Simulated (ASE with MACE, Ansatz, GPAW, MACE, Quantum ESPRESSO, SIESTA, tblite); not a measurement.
# Running Nb(100)/C(110) interface (68 atoms) with machine-learned potentials

Wanted: machine-learned potentials inputs and outputs for Nb(100)/C(110) interface (68 atoms), checked against a plane-wave reference.

Main program and level: ASE with MACE; the method is named at each step.

### 1. Set-up

The cell holds 68 atoms: 20 Nb and 48 C. Cell: a = 7.134 Å, b = 7.567 Å, c = 22.999 Å, α = 90.0°, β = 90.0°, γ = 90.0°. Bcc Nb(100), 4 repeat layers, 5 surface cells, strained -3.32 and +2.54 %; diamond-structure C(110), 4 layers, 6 cells, -0.00 and -0.00 %; outer planes 2.25 Å apart, 12 Å of vacuum above; not relaxed, displaced by a Gaussian of 0.02 Å. Then every atom was moved at random, 0.05 Å r.m.s. a Cartesian component. Regions: Nb, 20 atoms (20 Nb); C, 48 atoms (48 C). Vacuum lies along c.

The yardstick, on the same geometry:

* method: Kohn-Sham DFT, PBE, SSSP efficiency 1.3.0 pseudopotentials, plane waves (Quantum ESPRESSO 7.5); sssp-pbe-1.3.0-efficiency, cutoffs 45/360 Ry, Γ point
* r.m.s. force component: 2.345 eV/Å
* longest force: 9.342 eV/Å
* time: 4.1 min on 4 MPI ranks of Arm Neoverse V1, shared host
* CPU time: 16 min

### 2. MACE MP-0b2 small potential

Method: machine-learned interatomic potential MACE MP-0b2 small, trained on PBE(+U) plane-wave data.

Contents of run.py:

```python
import numpy as np
from ase.io import read
import mlip  # loads the published weights by name

atoms = read("structure.xyz")
atoms.calc = mlip.calc("mace-mp-0b2-small")
energy = atoms.get_potential_energy()
forces = atoms.get_forces()
print(f"energy {energy:.6f} eV")
print("forces (eV/A)")
for i, (a, f) in enumerate(zip(atoms, forces)):
    print(f"{i:4d} {a.symbol:2s} {f[0]:10.5f} {f[1]:10.5f} {f[2]:10.5f}")
```

Contents of structure.xyz:

```xyz
68
Lattice="7.13400 0.00000 0.00000 0.00000 7.56670 0.00000 0.00000 0.00000 22.99872" Properties=species:S:1:pos:R:3 pbc="T T T"
Nb 5.70556 3.02774 5.98404
Nb 4.99344 0.69954 7.68019
Nb 5.72482 2.96274 9.33472
Nb 3.60980 3.80499 10.87264
Nb 4.23531 6.03573 5.99485
Nb 3.62450 3.77382 7.69399
Nb 4.34425 6.10254 9.39199
Nb 2.08727 6.78309 10.95797
Nb 2.92080 1.51939 5.92953
Nb 2.12850 6.80995 7.72527
Nb 2.82242 1.41944 9.29654
Nb 0.77247 2.33576 10.81952
Nb 1.40811 4.49825 5.97875
Nb 0.71069 2.32585 7.61051
Nb 1.37558 4.58973 9.27147
Nb 6.30489 5.26362 10.96234
Nb 6.99467 0.09224 6.07833
Nb 6.48680 5.30585 7.71745
Nb 7.13229 0.00446 9.33196
Nb 4.98980 0.83582 10.93612
C 3.90251 5.62985 13.15826
C 1.18738 4.47078 13.17091
C 1.99559 4.43749 14.52438
C 2.98979 5.71399 14.47171
C 3.82489 5.71611 15.65431
C 1.20928 4.57188 15.74653
C 2.12536 4.46216 16.96064
C 3.00463 5.73397 16.88635
C 3.87169 0.75584 13.18310
C 1.34690 6.93768 13.21069
C 2.16674 6.92868 14.49793
C 2.98793 0.70385 14.48045
C 3.93968 0.72882 15.74607
C 1.17647 7.06949 15.66167
C 2.14412 6.89954 16.96593
C 2.94820 0.67139 16.98478
C 0.37625 5.73692 13.27302
C 4.81438 4.50022 13.28981
C 5.60775 4.54789 14.56417
C 6.50136 5.75985 14.39260
C 0.43874 5.75183 15.77850
C 4.66364 4.42879 15.75228
C 5.69843 4.45928 17.00019
C 6.56542 5.81841 16.97168
C 3.84252 3.20722 13.20793
C 1.21956 1.87019 13.12491
C 2.16817 2.05648 14.50552
C 2.99635 3.09826 14.49241
C 3.91999 3.11408 15.89258
C 1.16306 1.89697 15.66742
C 2.04018 1.97884 17.01537
C 2.97224 3.15819 17.02595
C 0.36897 0.73632 13.26198
C 4.80653 6.96114 13.23461
C 5.63893 7.03930 14.38524
C 6.60872 0.82477 14.46022
[... 8 atom lines left out ...]
C 0.35848 3.18089 15.77413
C 4.78092 2.02810 15.71825
C 5.70092 1.92028 17.08782
C 6.54644 3.22879 16.99076
```

Command:

```console
OMP_NUM_THREADS=1 python run.py > output.txt
```

The log of the run:

```text
energy -592.212041 eV
forces (eV/A)
   0 Nb   -0.04211    0.07449    0.23381
   1 Nb   -0.41882    0.28637   -0.23515
   2 Nb   -0.25537    0.32808   -0.33967
   3 Nb   -0.32769    0.40312    3.21904
   4 Nb   -0.16617   -0.02913    0.53447
   5 Nb   -0.20517    0.05665   -0.34093
   6 Nb   -0.32595   -0.25588   -0.67223
   7 Nb    0.28865   -0.36281    2.11975
   8 Nb    0.02592    0.05371    0.69061
   9 Nb    0.35773   -0.12121   -0.44417
  10 Nb    0.15438    0.42438   -0.29599
  11 Nb   -0.25017   -0.17413    3.16945
  12 Nb    0.11894   -0.18926    0.31178
  13 Nb    0.32118   -0.20220   -0.46835
  14 Nb    0.78751   -0.03714    0.29921
  15 Nb    0.45334    0.19181    2.36703
  16 Nb    0.35914   -0.16612   -0.19818
  17 Nb   -0.75865   -0.00673   -0.42971
  18 Nb    0.06594    0.01141   -0.00019
  19 Nb   -0.25485   -0.34510    2.73378
  20 C     1.61036    2.78273    0.48853
  21 C    -2.11286   -0.59832    1.87884
  22 C     4.77273    0.51076   -2.97446
  23 C    -1.05186   -1.49658   -2.40844
[...]
60 C     1.20429   -0.26886   -1.62109
  61 C    -1.23249    2.85940   -0.65899
  62 C     0.20162    3.41950   -0.65632
  63 C    -1.79938    1.01535   -2.40779
  64 C    -1.08172    1.45672    1.59095
  65 C     1.43693   -4.85880    2.58959
  66 C     4.16800    1.11792   -1.48370
  67 C    -3.81098   -0.12526   -0.85446
```

Wall time 7.8 s (1 thread of Arm Neoverse V1, shared host); peak memory 0.66 GiB.

Banners, paths, timers and routine set-up lines are dropped from the logs unmarked, and long logs keep their key lines alone; longer cuts are marked.

Compared with the plane-wave run:

| Quantity | Value |
| --- | --- |
| r.m.s. force component | 2.191 eV/Å |
| r.m.s. difference of force components | 472.4 meV/Å |
| longest difference of force vectors | 1932 meV/Å |
| force difference over r.m.s. force | 20.15 % |
| slope of forces against the reference's | 0.9162 |
| correlation of force components | 0.9806 |

Length of the force difference by element (eV/Å):

```tsv
element	atoms	mean	most
C	48	0.73	1.4
Nb	20	0.80	1.9
```

A closer look about C62, picked at random: 10 atoms, nearest first, numbered in the order of the input, with positions taken from that point.

```tsv
atom	x	y	z	distance (Å)	Fx	Fy	Fz (eV/Å)
C62	0.00	0.00	0.00	0.00	-1.23	2.86	-0.66
C29	-0.87	-1.09	-0.03	1.40	2.10	-3.51	0.82
C63	0.94	0.07	1.26	1.58	0.20	3.42	-0.66
C45	-0.90	1.36	0.00	1.63	3.89	0.20	-0.68
C32	-1.76	-1.15	1.27	2.45	0.55	-0.41	-1.05
C54	0.06	-2.46	0.02	2.46	-4.87	0.81	-2.94
C56	1.86	-1.02	1.25	2.47	-1.20	-4.79	-0.68
C48	-1.75	1.25	1.28	2.50	0.81	6.42	-0.06
Nb20	0.24	-1.01	-2.28	2.50	-0.25	-0.35	2.73
C66	0.04	0.18	2.51	2.51	1.44	-4.86	2.59
```

Atoms are counted from 1 here, from 0 in the log.

Forces lie 20 % from the reference's, at 0.0074 times its CPU time (on 1 against 4 cores).

### 3. MACE MPA-0 medium potential

Method: machine-learned interatomic potential MACE MPA-0 medium, trained on PBE(+U) plane-wave data.

Edit run.py of step 2 so:

```diff
@@ -5,3 +5,3 @@
 atoms = read("structure.xyz")
-atoms.calc = mlip.calc("mace-mp-0b2-small")
+atoms.calc = mlip.calc("mace-mpa-0-medium")
 energy = atoms.get_potential_energy()
```

structure.xyz is that of step 2.

The log of the run:

```text
energy -588.558687 eV
forces (eV/A)
   0 Nb   -0.12712   -0.05591    0.82377
   1 Nb   -0.32078    0.34540   -0.04358
   2 Nb   -0.37760    0.94901   -1.11280
   3 Nb   -0.79768   -0.44368    1.61189
   4 Nb    0.11883   -0.09153    1.11844
   5 Nb   -0.29601   -0.02915   -0.55735
   6 Nb   -0.68946   -0.45439   -1.66527
   7 Nb   -0.24222   -0.01922    0.97967
   8 Nb    0.02527    0.03846    1.19330
   9 Nb    0.17995   -0.11722   -0.67886
  10 Nb    0.55156    0.59058   -0.67730
  11 Nb    0.35763   -0.15530    1.92492
  12 Nb    0.19698    0.13459    1.00178
  13 Nb    0.23793   -0.33430   -0.16196
  14 Nb    0.64866   -0.11994   -0.51277
  15 Nb    0.54670    0.19519    0.56802
  16 Nb    0.32316   -0.15491    0.21309
  17 Nb   -0.62714   -0.01855   -0.64821
  18 Nb    0.23518   -0.20400   -0.54554
  19 Nb   -0.10330   -0.04357    2.17049
  20 C     1.40791    2.42835    1.65563
  21 C    -1.19550   -0.69155    2.64426
  22 C     4.65288    0.70799   -2.24147
  23 C    -0.94907   -1.18456   -1.45399
[...]
60 C     0.65027   -0.31308   -0.10699
  61 C    -0.52949    2.98843   -0.05165
  62 C     0.15905    3.17814   -0.19776
  63 C    -1.76510    0.69565   -2.25853
  64 C    -1.12889    0.93744    0.43553
  65 C     1.06936   -4.76325    1.82741
  66 C     3.65880    1.41220   -1.71283
  67 C    -3.37523   -0.09150   -0.51706
```

Run time: 8.3 s. Hardware: 1 thread; peak memory 1.1 GiB.

Against the reference:

```yaml
r_m_s_force_component: 1.986 eV/Å
r_m_s_difference_of_force_components: 669.6 meV/Å
longest_difference_of_force_vectors: 3241 meV/Å
force_difference_over_r_m_s_force: 28.56 %
slope_of_forces_against_the_reference_s: 0.818
correlation_of_force_components: 0.9657
```

Against the first run (20 %), the force difference from the reference is 29 %, at 1.1 times the CPU time.

### 4. MACE MP-0b3 medium potential

Method: machine-learned interatomic potential MACE MP-0b3 medium, trained on PBE(+U) plane-wave data.

Edit run.py of step 3 so:

```diff
@@ -5,3 +5,3 @@
 atoms = read("structure.xyz")
-atoms.calc = mlip.calc("mace-mpa-0-medium")
+atoms.calc = mlip.calc("mace-mp-0b3-medium")
 energy = atoms.get_potential_energy()
```

structure.xyz is that of step 3.

The log of the run:

```text
energy -588.787253 eV
forces (eV/A)
   0 Nb   -0.15193    0.08610   -0.20104
   1 Nb   -0.45220    0.41911   -0.68585
   2 Nb   -0.11141    0.62088    0.00227
   3 Nb   -0.68557    0.03164    1.97516
   4 Nb    0.13695   -0.01201   -0.12066
   5 Nb   -0.27085    0.01153   -0.80970
   6 Nb   -0.53982   -0.42285   -0.21247
   7 Nb    0.28313   -0.02643    1.42847
   8 Nb   -0.22216   -0.08801    0.23439
   9 Nb    0.17596   -0.09333   -1.39142
  10 Nb    0.33743    0.60020    0.26268
  11 Nb   -0.20736   -0.12105    2.13262
  12 Nb    0.21158    0.31637   -0.10897
  13 Nb    0.33624   -0.29803   -0.58517
  14 Nb    0.66488   -0.22245    0.65969
  15 Nb    0.76144    0.15424    2.30027
  16 Nb    0.58299   -0.38874   -0.76834
  17 Nb   -0.73967   -0.15422   -1.15953
  18 Nb    0.03262    0.00955    0.35816
  19 Nb   -0.27320   -0.45341    2.31624
  20 C     1.38984    2.59641    0.51915
  21 C    -1.16748   -0.77322    1.51375
  22 C     3.78862    0.55003   -2.50437
  23 C    -0.57444   -1.66530   -2.03684
[...]
60 C     0.51037   -0.19509   -0.65865
  61 C    -0.88732    3.13149   -0.40953
  62 C    -0.08994    3.11824   -0.52842
  63 C    -1.42745    0.57409   -1.90307
  64 C    -0.80104    1.35996    1.06274
  65 C     1.20684   -4.26982    2.28706
  66 C     4.66936    1.13816   -1.54310
  67 C    -4.09785   -0.38142   -0.49360
```

Run time: 8.3 s. Hardware: 1 thread; peak memory 1.1 GiB.

Numbers from this run, and their distance from the reference:

```
r.m.s. force component                  : 2.031 eV/Å
r.m.s. difference of force components   : 580.2 meV/Å
longest difference of force vectors     : 2701 meV/Å
force difference over r.m.s. force      : 24.75 %
slope of forces against the reference's : 0.8445
correlation of force components         : 0.975
```

Against the first run (20 %), the force difference from the reference is 25 %, at 1.1 times the CPU time.

### 5. Side by side

Differences are against the plane-wave reference, forces as r.m.s. over components; share is that over the reference's r.m.s. force, slope the least-squares factor from reference forces to these. Total energies of different programs have different zeros and aren't compared.

```tsv
run	Δ force, r.m.s. (meV/Å)	share (%)	slope	cores	CPU time	memory (GiB)
reference	-	-	-	4	16 min	2.6
MACE MP-0b2 small potential	472	20.1	0.916	1	7.2 s	0.66
MACE MPA-0 medium potential	670	28.6	0.818	1	8.3 s	1.1
MACE MP-0b3 medium potential	580	24.7	0.845	1	8.3 s	1.1
```

Times of the machine-learned potentials are mostly Python's start and the loading of weights.

CPU time is summed over cores on a shared host, where runs went side by side, so it is rough. Symmetry, cutoffs, thresholds, outputs and thread counts weren't matched or tuned between programs; memory under MPI is the largest rank's times the ranks.

### 6. Results

| Item | Value |
| --- | --- |
| nearest in forces | MACE MP-0b2 small potential, 20 % |
| its CPU time | 7.2 s |

In words: Machine-learned potentials differ by 20 % (MACE MP-0b2 small potential) to 29 % (MACE MPA-0 medium potential); they were trained on other programs' data. Among those trained on PBE data the slope goes as low as 0.82, which softening far from their training structures can give, though the reference's k-sampling is untested too. Machine-learned potentials mimic data converged in k, so the reference's own k-point error enters their differences. The host structure and its lattice constant were typed by rule, without a check against the phase diagram. The electronic-structure runs sample only Γ, in a cell whose shortest periodic width is 7 Å, which is coarse for a cell with partly filled levels.

[Also dropped from logs without a mark: logging warnings of Python, and SIESTA's first energy breakdown and zero terms.]

[Logs are printed without paths, hosts, clocks, repeated set-up lines and the standing remarks that a program may print on its own settings, such as how far it seeks lower states.]

[Hosts, paths, dates, database ids (printed as entryN), source tags and the programs' standing remarks are cut or masked in the printed files.]
